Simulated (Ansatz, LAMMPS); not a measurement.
# Site preference of B in place of Si in amorphous Si (81 atoms): runs compared

At which site of amorphous Si (81 atoms) does B in place of Si cost least, and what about the site decides it?

Computed with Ansatz 0.2.0: Kohn-Sham DFT, PBE, PAW (set soft_2), plane waves.

## Step 1: The cell as built

The cell holds 81 atoms: 81 Si. Its edges and angles: a = 11.822 Å, b = 11.822 Å, c = 11.822 Å, α = 90.0°, β = 90.0°, γ = 90.0°. 81 atoms (81 Si) placed at random at 2.29 g/cm³, melted at 2500 K for 10 ps at fixed volume with the modified Tersoff potential (Kumagai, Izumi, Hara and Sakai, Comput. Mater. Sci. 39, 457 (2007)). Quenched from 2500 K to 700 K at 5 K/ps and fixed volume, annealed at 800 K for 50 ps, held 5 ps.

What the set-up can't give: The quench rate of 5 K/ps far exceeds what a furnace or splat quench reaches, so expect more defects and frozen-in strain than in a real sample. The network of bonds at the start is that of the classical potential that made the cell, and needn't be the one that DFT or experiment would give. The Brillouin zone is sampled at Γ only, in a cell whose shortest periodic width is 12 Å.

## Step 2: The reference run

The reference is a single point at the end of the relaxation.

Every defect cell starts from the geometry of this run and is relaxed in the fixed cell.

Its input, with most atom lines left out:

```yaml
crystal:
  lattice:
    - [11.8225, 0.0, 0.0]
    - [0.0, 11.8225, 0.0]
    - [0.0, 0.0, 11.8225]
  atoms:
    - { symbol: Si, position: [0.42695, 0.42781, 0.81216] }
    - { symbol: Si, position: [0.01064, 0.50001, 0.21605] }
    - { symbol: Si, position: [0.7403, 0.08753, 0.53963] }
    - { symbol: Si, position: [0.81122, 0.92222, 0.44518] }
    - { symbol: Si, position: [0.10865, 0.17211, 0.71855] }
    - { symbol: Si, position: [0.49601, 0.91296, 0.82281] }
    - { symbol: Si, position: [0.48512, 0.28257, 0.52332] }
    [... atom lines 8 to 81 left out ...]
kpoints:
  mp_grid: { grid: [1, 1, 1] }
hamiltonian:
  xc: pbe
scf:
  occupations: { method: gaussian, width: 0.05 }
output:
  forces: true
  stress: true
  populations: true
  dos:
    method: { smearing: { sigma: 0.1 } }
    de: 0.1
    projected: { site_lists: { Si: [Si] } }
  eigenvalues: true
  write_density: true
  write_potential: true
  volumetric_format: npy
```

| Item | Value |
| --- | --- |
| free energy per atom | -635.5924 eV/atom |
| r.m.s. force component | 0.0087 eV/Å |
| pressure | 1.088 GPa |

Filled and empty levels are parted by 0.216 eV (at Γ alone); a semilocal functional tends to put such gaps too low. In a disordered cell it changes from sample to sample, and tail or defect levels can set it.

## Step 3: The runs

Each row is one run, on 4 threads of AMD EPYC 7571, shared host. The free energy is the program's total, comparable only between runs with the same functional, potentials and atoms.

```csv
run,atoms,outcome,"ionic steps, all passes",free energy (eV),time,host memory (GiB)
Single point at the start,81,converged,-,-51475.574,34 s,1.5
Relaxation,81,converged,12,-51482.982,4.1 min,1.5
Single point at the relaxed geometry,81,converged,-,-51482.982,53 s,1.5
"B on a site of Si, site Si48",81,converged,7,-51002.943,3.7 min,1.6
"B on a site of Si, site Si55",81,converged,15,-51002.130,8.3 min,1.6
"B on a site of Si, site Si20",81,converged,5,-51002.409,3 min,1.6
"B on a site of Si, site Si72",81,converged,5,-51003.001,2.7 min,1.6
"B on a site of Si, site Si28",81,converged,5,-51002.139,2.7 min,1.6
"B on a site of Si, site Si4",81,converged,7,-51002.378,4 min,1.6
```

Local excerpt of 10 atoms (numbers count through the whole input) about site Si72, the cheapest one, after relaxation; x, y, z are measured from there.

```csv
atom,x,y,z,distance (Å),bonds
B72,0.05,-0.01,-0.01,0.05,4
Si65,-1.49,-0.94,-0.94,1.99,4
Si17,1.14,-1.29,1.08,2.03,4
Si29,-0.66,1.47,1.25,2.04,4
Si70,1.62,0.69,-1.07,2.07,4
Si76,-0.45,-1.98,2.68,3.36,4
Si30,0.62,1.84,-2.85,3.45,4
Si64,0.41,3.44,0.59,3.52,4
Si67,-0.76,3.13,-1.45,3.53,4
Si31,-0.92,-2.99,-1.91,3.67,4
```

The column of bonds counts only the pairs Si-Si within 2.83 Å, Si-B within 2.38 Å; other neighbours, such as metal atoms beside each other in a compound, aren't counted, and periodic images can show an atom twice.

## Step 4: The sites compared

All these cells hold the same atoms, so their energies can be compared with no chemical potential.

```csv
site,neighbours,mean distance (Å),atoms within 6 Å,energy over the best site (eV),before relaxation (eV),gain on relaxing (eV)
Si72,Si4,2.33,46,0.00,0.00,1.62
Si48,Si3,2.32,44,0.06,0.21,1.76
Si20,Si4,2.39,48,0.59,0.36,1.39
Si4,Si4,2.39,45,0.62,0.14,1.13
Si28,Si4,2.42,43,0.86,0.46,1.21
Si55,Si5,2.55,43,0.87,0.68,1.42
```

Neighbours are those of the relaxed host within 2.83 Å (Si-Si); other pairs aren't counted.

## Step 5: Outcome

The cheapest site is Si72 (4 neighbours, Si4); the dearest, Si55 (5 neighbours, Si5), costs 0.87 eV more. By coordination the energies over the best site are 0.06 eV with 3 neighbours, 0.00 to 0.86 eV with 4 neighbours and 0.87 eV with 5 neighbours. Relaxation gains 1.1 to 1.8 eV and leaves the best site the same.

Caveats: Defects are neutral and interact with their images. In a disordered cell the relaxation can also rearrange atoms far from the site. Only 6 of the 81 Si sites were tried; unless symmetry makes the others alike to these, a cheaper one may exist. The change leaves an odd electron count, and these runs have no spin polarisation.

The DFT runs together took 30 min of wall time.

[Logs are printed without paths, hosts, clocks, repeated set-up lines and the standing remarks that a program may print on its own settings, such as how far it seeks lower states.]

[Hosts, paths, dates, database ids (printed as entryN), source tags and the programs' standing remarks are cut or masked in the printed files.]
